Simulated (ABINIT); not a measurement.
# A GW run on KNaMg2F6 (Fm-3m) in ABINIT, with inputs changed

A base run on KNaMg2F6 (Fm-3m), then changed inputs.

Method: LDA and many-body steps on it, plane waves, in ABINIT 10.8.3.

## (1) The starting structure

Symmetry: Fm-3m, No. 225, cubic system. Conventional cell: a = 8.015 Å, b = 8.015 Å, c = 8.015 Å, α = 90.00°, β = 90.00°, γ = 90.00°. Nearest to K lie 12 F at 2.83 Å. Na has 12 F at 2.83 Å nearest. Nearest to Mg lie 6 F at 2.00 Å. Nearest to F lie 2 Mg at 2.00 Å and 2 Na at 2.83 Å and 2 K at 2.83 Å. Farther neighbours and most contacts between anions are not listed.

Coordinates:

```cif
data_structure
_symmetry_space_group_name_H-M 'P 1'
_symmetry_Int_Tables_number 1
_cell_length_a 5.6675
_cell_length_b 5.6675
_cell_length_c 5.6675
_cell_angle_alpha 60.000
_cell_angle_beta 60.000
_cell_angle_gamma 60.000
_cell_volume 128.73
loop_
_atom_site_label
_atom_site_type_symbol
_atom_site_fract_x
_atom_site_fract_y
_atom_site_fract_z
_atom_site_occupancy
K1 K 0.00000 0.00000 0.00000 1
Na2 Na 0.50000 0.50000 0.50000 1
Mg3 Mg 0.25000 0.25000 0.25000 1
Mg4 Mg 0.75000 0.75000 0.75000 1
F5 F 0.50000 0.50000 0.00000 1
F6 F 0.00000 0.00000 0.50000 1
F7 F 0.50000 0.00000 0.50000 1
F8 F 0.00000 0.50000 0.00000 1
F9 F 0.00000 0.50000 0.50000 1
F10 F 0.50000 0.00000 0.00000 1
```

The cell and positions are those that the Materials Project relaxed with its own functionals (PBE, PBE+U or r2SCAN), kept fixed.

## (2) Screening, 2×2×2 mesh, 83 bands, screening to 87.1 eV

This step: ABINIT 10.8.3; RPA screening on LDA, plane waves, norm-conserving pseudopotentials.

The RPA dielectric matrix is built and inverted for each q.

The input, run.abi:

```
acell 3*1.0 Angstrom
rprim 
  -0.000000000000 4.007551000000 4.007551000000
  4.007551000000 -0.000000000000 4.007551000000
  4.007551000000 4.007551000000 -0.000000000000
ntypat 4
znucl 19 11 12 9
natom 10
typat 1 2 3 3 4 4 4 4 4 4
xred 
  0.000000000000 0.000000000000 0.000000000000
  0.500000000000 0.500000000000 0.500000000000
  0.250000000000 0.250000000000 0.250000000000
  0.750000000000 0.750000000000 0.750000000000
  0.500000000000 0.500000000000 0.000000000000
  0.000000000000 0.000000000000 0.500000000000
  0.500000000000 0.000000000000 0.500000000000
  0.000000000000 0.500000000000 0.000000000000
  0.000000000000 0.500000000000 0.500000000000
  0.500000000000 0.000000000000 0.000000000000
pp_dirpath "pseudos"
pseudos "K.upf, Na.upf, Mg.upf, F.upf"
ecut 38
ngkpt 2 2 2
nshiftk 1
shiftk 0 0 0
kptopt 1
chksymbreak 0
istwfk *1
occopt 1
irdwfk 1
optdriver 3
nband 83
ecuteps 3.2
inclvkb 2
awtr 1
symchi 1
indata_prefix "in"
outdata_prefix "out"
tmpdata_prefix "tmp"
```

Command:

```
OMP_NUM_THREADS=1 mpirun -n 4 abinit run.abi > log
```

What it wrote:

```text
.Version 10.8.3 of ABINIT. v10.8.2 released Aug 2026.

 Symmetries : space group Fm -3 m (#225); Bravais cF (face-center cubic)
[... echo of the input left out ...]
== DATASET  1 ==================================================================
-   mpi_nproc: 4, omp_nthreads: 1 (-1 if OMP is not activated)

--- !DatasetInfo
iteration_state: {dtset: 1, }
dimensions: {natom: 10, nkpt: 3, mband: 83, nsppol: 1, nspinor: 1, nspden: 1, mpw: 9756, }
cutoff_energies: {ecut:  38.0, pawecutdg:  -1.0, }
electrons: {nelect:   8.00000000E+01, charge:   0.00000000E+00, occopt:   1.00000000E+00, tsmear:   1.00000000E-02, }

 SCREENING: Calculation of the susceptibility and dielectric matrices

 Based on a program developped by R.W. Godby, V. Olevano, G. Onida, and L. Reining.
 Incorporated in ABINIT by V. Olevano, G.-M. Rignanese, and M. Torrent.
.Using double precision arithmetic ; gwpc =  8

[... cell and pseudopotentials left out ...]
--------------------------------------------------------------------------------

 ==== K-mesh for the wavefunctions ====
 Number of points in the irreducible wedge :     3
[... list of points left out ...]
 Together with 48 symmetry operations and time-reversal symmetry
 yields     8 points in the full Brillouin Zone.

 ==== Q-mesh for the screening function ====
 Number of points in the irreducible wedge :     3
[... list of points left out ...]
 Together with 48 symmetry operations and time-reversal symmetry
 yields     8 points in the full Brillouin Zone.

 setmesh: FFT mesh size selected  =    40x   40x   40
          total number of points  =        64000

 vcoul_init : cutoff-mode = AUXILIARY_FUNCTION
 q-points for optical limit:   1
     1)      0.000010    0.000020    0.000030

- screening: taking advantage of time-reversal symmetry
- Maximum band index for partially occupied states nbvw = 40
- Remaining bands to be divided among processors   nbcw = 43
- Number of bands treated by each node ~10

 Number of electrons calculated from density =   80.0000; Expected =   80.0000
 average of density, n =  0.092093
 r_s =    1.3737
 omega_plasma =   29.2731 [eV]

 calculating chi0 at frequencies [eV] :
  1    0.000000E+00    0.000000E+00
  2    0.000000E+00    2.927310E+01

--------------------------------------------------------------------------------
  q-point number  1        q = ( 0.000000, 0.000000, 0.000000) [r.l.u.]
--------------------------------------------------------------------------------
[... chi0 elements left out ...]
 For q-point:  0.000010 0.000020 0.000030
  dielectric constant =   1.9270
  dielectric constant without local fields =   2.0099

  Average fulfillment of the sum rule on Im[epsilon] for q-point    1 :     18.76  [%]
[... wings left out ...]
  q-point number  2        q = ( 0.500000, 0.000000, 0.000000) [r.l.u.]
--------------------------------------------------------------------------------
[... chi0 elements left out ...]
  Average fulfillment of the sum rule on Im[epsilon] for q-point    2 :     23.32  [%]

 [... 1 further q-points ...]
```

Run time: 45 s. Hardware: 4 MPI ranks of Arm Neoverse N1, shared host; peak memory 1.5 GiB.

Numbers from this step:

```
ε∞ with local fields, on this mesh, along the program's q direction : 1.927
the same without local fields                                       : 2.010
plasma frequency                                                    : 29.27 eV
plane waves in the screening matrix                                 : 259
```

Local fields lower ε∞ by 4 %. On a Γ-centred mesh this coarse the value itself is usually too large, while a short band sum pulls it down.

## (3) Base

The self-energy is evaluated for the states that the input lists, and the levels follow from it, in one-shot runs by the linearised quasiparticle equation.

This step: G0W0 on LDA, plane waves, norm-conserving pseudopotentials.

run.abi: that of step 2 with these lines changed.

```diff
@@ -31,8 +31,15 @@
 irdwfk 1
-optdriver 3
+optdriver 4
 nband 83
+gwcalctyp 0
+ecutsigx 38
+symsigma 1
+nkptgw 1
+kptgw 
+  0.0000000000 0.0000000000 0.0000000000
+bdgw 
+  38 44
 ecuteps 3.2
-inclvkb 2
-awtr 1
-symchi 1
+irdscr 1
+ppmodel 1
 indata_prefix "in"
```

What it wrote:

```text
.Version 10.8.3 of ABINIT. v10.8.2 released Aug 2026.

 Symmetries : space group Fm -3 m (#225); Bravais cF (face-center cubic)
[... echo of the input left out ...]
== DATASET  1 ==================================================================
-   mpi_nproc: 4, omp_nthreads: 1 (-1 if OMP is not activated)

--- !DatasetInfo
iteration_state: {dtset: 1, }
dimensions: {natom: 10, nkpt: 3, mband: 83, nsppol: 1, nspinor: 1, nspden: 1, mpw: 9756, }
cutoff_energies: {ecut:  38.0, pawecutdg:  -1.0, }
electrons: {nelect:   8.00000000E+01, charge:   0.00000000E+00, occopt:   1.00000000E+00, tsmear:   1.00000000E-02, }

 SIGMA: Calculation of the GW corrections

 Based on a program developped by R.W. Godby, V. Olevano, G. Onida, and L. Reining.
 Incorporated in ABINIT by V. Olevano, G.-M. Rignanese, and M. Torrent.
.Using double precision arithmetic ; gwpc =  8

[... cell and pseudopotentials left out ...]
--------------------------------------------------------------------------------

 ==== K-mesh for the wavefunctions ====
 Number of points in the irreducible wedge :     3
[... list of points left out ...]
 Together with 48 symmetry operations and time-reversal symmetry
 yields     8 points in the full Brillouin Zone.

 ==== Q-mesh for screening function ====
 Number of points in the irreducible wedge :     3
[... list of points left out ...]
 Together with 48 symmetry operations and time-reversal symmetry
 yields     8 points in the full Brillouin Zone.

 vcoul_init : cutoff-mode = AUXILIARY_FUNCTION
 q-points for optical limit:   1
     1)      0.000010    0.000020    0.000030
 setmesh: FFT mesh size selected  =    60x   60x   60
          total number of points  =       216000

 Number of electrons calculated from density =   80.0000; Expected =   80.0000
 average of density, n =  0.092093
 r_s =    1.3737
 omega_plasma =   29.2731 [eV]

 === KS Band Gaps ===
  >>>> For spin  1
   Minimum direct gap =   6.0008 [eV], located at k-point      :   0.0000  0.0000  0.0000
   Fundamental gap    =   6.0008 [eV], Top of valence bands at :   0.0000  0.0000  0.0000
                                       Bottom of conduction at :   0.0000  0.0000  0.0000
 SIGMA fundamental parameters:
 PLASMON POLE MODEL  1
 number of plane-waves for SigmaX                 9721
 number of plane-waves for SigmaC and W            259
 number of plane-waves for wavefunctions          9721
 number of bands                                    83
 number of independent spin polarizations            1
 number of spinorial components                      1
 number of k-points in IBZ                           3
 number of q-points in IBZ                           3
 number of symmetry operations                      48
 number of k-points in BZ                            8
 number of q-points in BZ                            8
 number of frequencies for dSigma/dE                 9
 frequency step for dSigma/dE [eV]                0.25
 number of omega for Sigma on real axis              0
 max omega for Sigma on real axis  [eV]           0.00
 zcut for avoiding poles [eV]                     0.10

 EPSILON^-1 parameters (SCR file):
 dimension of the eps^-1 matrix on file            259
 dimension of the eps^-1 matrix used               259
 number of plane-waves for wavefunctions          9721
 number of bands                                    83
 number of q-points in IBZ                           3
 number of frequencies                               2
 number of real frequencies                          1
 number of imag frequencies                          1

 matrix elements of self-energy operator (all in [eV])

 Perturbative Calculation

--- !SelfEnergy_ee
iteration_state: {dtset: 1, }
kpoint     : [   0.000,    0.000,    0.000, ]
spin       : 1
KS_gap     :    6.001
QP_gap     :   10.688
Delta_QP_KS:    4.687
data: !SigmaeeData |
     Band     E0 <VxcDFT>   SigX SigC(E0)      Z dSigC/dE  Sig(E)    E-E0       E
       38  -0.542 -22.621 -30.019   4.879   0.819  -0.220 -24.685  -2.064  -2.606
       39  -0.542 -22.621 -30.019   4.879   0.819  -0.220 -24.685  -2.064  -2.606
       40  -0.542 -22.621 -30.019   4.879   0.819  -0.220 -24.685  -2.064  -2.606
       41   5.459 -10.362  -5.397  -2.064   0.904  -0.106  -7.739   2.623   8.082
       42  10.139 -11.593  -5.443  -2.126   0.900  -0.111  -7.970   3.622  13.761
       43  10.139 -11.593  -5.443  -2.126   0.900  -0.111  -7.970   3.622  13.761
       44  10.139 -11.593  -5.443  -2.126   0.900  -0.111  -7.970   3.622  13.761

== END DATASET(S) ==============================================================
================================================================================

 -outvars: echo values of variables after computation  --------
           etotal      0.0000000000E+00
            nband          83
             nkpt           3
          spgroup         225
 [... the other variables as echoed above ...]

 Calculation completed.
```

It took 11 s on 4 MPI ranks; peak memory 1.2 GiB; 45 s of CPU time.

This step gave:

```
G0W0 gap on the points computed              : 10.69 eV
starting gap on the mesh                     : 6.001 eV
k of the valence top                         : 0, 0, 0
k of the conduction bottom                   : 0, 0, 0
Z at the valence top                         : 0.819
Z at the conduction bottom                   : 0.904
least direct G0W0 gap on the computed points : 10.69 eV
```

The gap on the mesh goes from 6.00 eV to 10.69 eV, a correction of +4.69 eV.

## (4) Fewer bands in the self-energy

run.abi: that of step 3 with these lines changed.

```diff
@@ -32,3 +32,3 @@
 optdriver 4
-nband 83
+nband 60
 gwcalctyp 0
```

What it wrote:

```text
.Version 10.8.3 of ABINIT. v10.8.2 released Aug 2026.

 Symmetries : space group Fm -3 m (#225); Bravais cF (face-center cubic)
[... echo of the input left out ...]
== DATASET  1 ==================================================================
-   mpi_nproc: 4, omp_nthreads: 1 (-1 if OMP is not activated)

--- !DatasetInfo
iteration_state: {dtset: 1, }
dimensions: {natom: 10, nkpt: 3, mband: 60, nsppol: 1, nspinor: 1, nspden: 1, mpw: 9756, }
cutoff_energies: {ecut:  38.0, pawecutdg:  -1.0, }
electrons: {nelect:   8.00000000E+01, charge:   0.00000000E+00, occopt:   1.00000000E+00, tsmear:   1.00000000E-02, }

 SIGMA: Calculation of the GW corrections

 Based on a program developped by R.W. Godby, V. Olevano, G. Onida, and L. Reining.
 Incorporated in ABINIT by V. Olevano, G.-M. Rignanese, and M. Torrent.
.Using double precision arithmetic ; gwpc =  8

[... cell and pseudopotentials left out ...]
--------------------------------------------------------------------------------

 ==== K-mesh for the wavefunctions ====
 Number of points in the irreducible wedge :     3
[... list of points left out ...]
 Together with 48 symmetry operations and time-reversal symmetry
 yields     8 points in the full Brillouin Zone.

 ==== Q-mesh for screening function ====
 Number of points in the irreducible wedge :     3
[... list of points left out ...]
 Together with 48 symmetry operations and time-reversal symmetry
 yields     8 points in the full Brillouin Zone.

 vcoul_init : cutoff-mode = AUXILIARY_FUNCTION
 q-points for optical limit:   1
     1)      0.000010    0.000020    0.000030
 setmesh: FFT mesh size selected  =    60x   60x   60
          total number of points  =       216000

 Number of electrons calculated from density =   80.0000; Expected =   80.0000
[...]
number of q-points in BZ                            8
 number of frequencies for dSigma/dE                 9
 frequency step for dSigma/dE [eV]                0.25
 number of omega for Sigma on real axis              0
 max omega for Sigma on real axis  [eV]           0.00
 zcut for avoiding poles [eV]                     0.10

 EPSILON^-1 parameters (SCR file):
 dimension of the eps^-1 matrix on file            259
 dimension of the eps^-1 matrix used               259
 number of plane-waves for wavefunctions          9721
 number of bands                                    83
 number of q-points in IBZ                           3
 number of frequencies                               2
 number of real frequencies                          1
 number of imag frequencies                          1

 matrix elements of self-energy operator (all in [eV])

 Perturbative Calculation

--- !SelfEnergy_ee
iteration_state: {dtset: 1, }
kpoint     : [   0.000,    0.000,    0.000, ]
spin       : 1
KS_gap     :    6.001
QP_gap     :   10.746
Delta_QP_KS:    4.746
data: !SigmaeeData |
     Band     E0 <VxcDFT>   SigX SigC(E0)      Z dSigC/dE  Sig(E)    E-E0       E
       38  -0.542 -22.621 -30.019   5.011   0.821  -0.218 -24.581  -1.960  -2.502
       39  -0.542 -22.621 -30.019   5.011   0.821  -0.218 -24.581  -1.960  -2.502
       40  -0.542 -22.621 -30.019   5.011   0.821  -0.218 -24.581  -1.960  -2.502
       41   5.459 -10.362  -5.397  -1.896   0.908  -0.102  -7.576   2.786   8.245
       42  10.139 -11.593  -5.443  -1.742   0.909  -0.101  -7.588   4.005  14.144
       43  10.139 -11.593  -5.443  -1.742   0.909  -0.101  -7.588   4.005  14.144
       44  10.139 -11.593  -5.443  -1.742   0.909  -0.101  -7.588   4.005  14.144

== END DATASET(S) ==============================================================
================================================================================

 -outvars: echo values of variables after computation  --------
           etotal      0.0000000000E+00
            nband          60
             nkpt           3
          spgroup         225
 [... the other variables as echoed above ...]

 Calculation completed.
```

Elapsed: 10 s, on 4 MPI ranks; peak memory 1.3 GiB.

Numbers from this step:

* G0W0 gap on the points computed: 10.75 eV
* starting gap on the mesh: 6.001 eV
* k of the valence top: 0, 0, 0
* k of the conduction bottom: 0, 0, 0
* Z at the valence top: 0.821
* Z at the conduction bottom: 0.908
* least direct G0W0 gap on the computed points: 10.75 eV

## (5) Smaller part of the screening matrix

run.abi: that of step 4 with these lines changed.

```diff
@@ -32,3 +32,3 @@
 optdriver 4
-nband 60
+nband 83
 gwcalctyp 0
@@ -41,3 +41,3 @@
   38 44
-ecuteps 3.2
+ecuteps 1.6
 irdscr 1
```

What it wrote:

```text
.Version 10.8.3 of ABINIT. v10.8.2 released Aug 2026.

 Symmetries : space group Fm -3 m (#225); Bravais cF (face-center cubic)
[... echo of the input left out ...]
== DATASET  1 ==================================================================
-   mpi_nproc: 4, omp_nthreads: 1 (-1 if OMP is not activated)

--- !DatasetInfo
iteration_state: {dtset: 1, }
dimensions: {natom: 10, nkpt: 3, mband: 83, nsppol: 1, nspinor: 1, nspden: 1, mpw: 9756, }
cutoff_energies: {ecut:  38.0, pawecutdg:  -1.0, }
electrons: {nelect:   8.00000000E+01, charge:   0.00000000E+00, occopt:   1.00000000E+00, tsmear:   1.00000000E-02, }

 SIGMA: Calculation of the GW corrections

 Based on a program developped by R.W. Godby, V. Olevano, G. Onida, and L. Reining.
 Incorporated in ABINIT by V. Olevano, G.-M. Rignanese, and M. Torrent.
.Using double precision arithmetic ; gwpc =  8

[... cell and pseudopotentials left out ...]
--------------------------------------------------------------------------------

 ==== K-mesh for the wavefunctions ====
 Number of points in the irreducible wedge :     3
[... list of points left out ...]
 Together with 48 symmetry operations and time-reversal symmetry
 yields     8 points in the full Brillouin Zone.

 ==== Q-mesh for screening function ====
 Number of points in the irreducible wedge :     3
[... list of points left out ...]
 Together with 48 symmetry operations and time-reversal symmetry
 yields     8 points in the full Brillouin Zone.

 vcoul_init : cutoff-mode = AUXILIARY_FUNCTION
 q-points for optical limit:   1
     1)      0.000010    0.000020    0.000030
 setmesh: FFT mesh size selected  =    60x   60x   60
          total number of points  =       216000

 Number of electrons calculated from density =   80.0000; Expected =   80.0000
[...]
number of q-points in BZ                            8
 number of frequencies for dSigma/dE                 9
 frequency step for dSigma/dE [eV]                0.25
 number of omega for Sigma on real axis              0
 max omega for Sigma on real axis  [eV]           0.00
 zcut for avoiding poles [eV]                     0.10

 EPSILON^-1 parameters (SCR file):
 dimension of the eps^-1 matrix on file            259
 dimension of the eps^-1 matrix used                65
 number of plane-waves for wavefunctions          9721
 number of bands                                    83
 number of q-points in IBZ                           3
 number of frequencies                               2
 number of real frequencies                          1
 number of imag frequencies                          1

 matrix elements of self-energy operator (all in [eV])

 Perturbative Calculation

--- !SelfEnergy_ee
iteration_state: {dtset: 1, }
kpoint     : [   0.000,    0.000,    0.000, ]
spin       : 1
KS_gap     :    6.001
QP_gap     :   11.936
Delta_QP_KS:    5.935
data: !SigmaeeData |
     Band     E0 <VxcDFT>   SigX SigC(E0)      Z dSigC/dE  Sig(E)    E-E0       E
       38  -0.542 -22.621 -30.019   3.421   0.867  -0.153 -26.069  -3.448  -3.990
       39  -0.542 -22.621 -30.019   3.421   0.867  -0.153 -26.069  -3.448  -3.990
       40  -0.542 -22.621 -30.019   3.421   0.867  -0.153 -26.069  -3.448  -3.990
       41   5.459 -10.362  -5.397  -2.225   0.908  -0.101  -7.875   2.487   7.946
       42  10.139 -11.593  -5.443  -2.251   0.904  -0.106  -8.067   3.526  13.665
       43  10.139 -11.593  -5.443  -2.251   0.904  -0.106  -8.067   3.526  13.665
       44  10.139 -11.593  -5.443  -2.251   0.904  -0.106  -8.067   3.526  13.665

== END DATASET(S) ==============================================================
================================================================================

 -outvars: echo values of variables after computation  --------
           etotal      0.0000000000E+00
            nband          83
             nkpt           3
          spgroup         225
 [... the other variables as echoed above ...]

 Calculation completed.
```

Wall time 8.3 s (4 MPI ranks); peak memory 1.3 GiB.

This step gave:

```yaml
g0w0_gap_on_the_points_computed: 11.94 eV
starting_gap_on_the_mesh: 6.001 eV
k_of_the_valence_top: 0, 0, 0
k_of_the_conduction_bottom: 0, 0, 0
z_at_the_valence_top: 0.867
z_at_the_conduction_bottom: 0.908
least_direct_g0w0_gap_on_the_computed_points: 11.94 eV
```

[end of part 1 of 2]

[Paths, hosts, dates, memory and timing lines, banners, echoed tables and standing remarks are left out of the program output.]

[Logs are printed without paths, hosts, clocks, repeated set-up lines and the standing remarks that a program may print on its own settings, such as how far it seeks lower states.]

[Runs of the session that timed out or met a known fault of the program may be left out.]

[Hosts, paths, dates, database ids (printed as entryN), source tags and the programs' standing remarks are cut or masked in the printed files.]

[G0W0 gaps are taken among the corrected bands and points alone; a level outside them can change the order at an edge.]

[Where Ansatz stands beside ABINIT at settings called matched, ABINIT's density can come from a denser mesh and the files from another edition; pairs whose starting gaps differed by over 0.03 eV were left out, so agreement reads better than it is.]
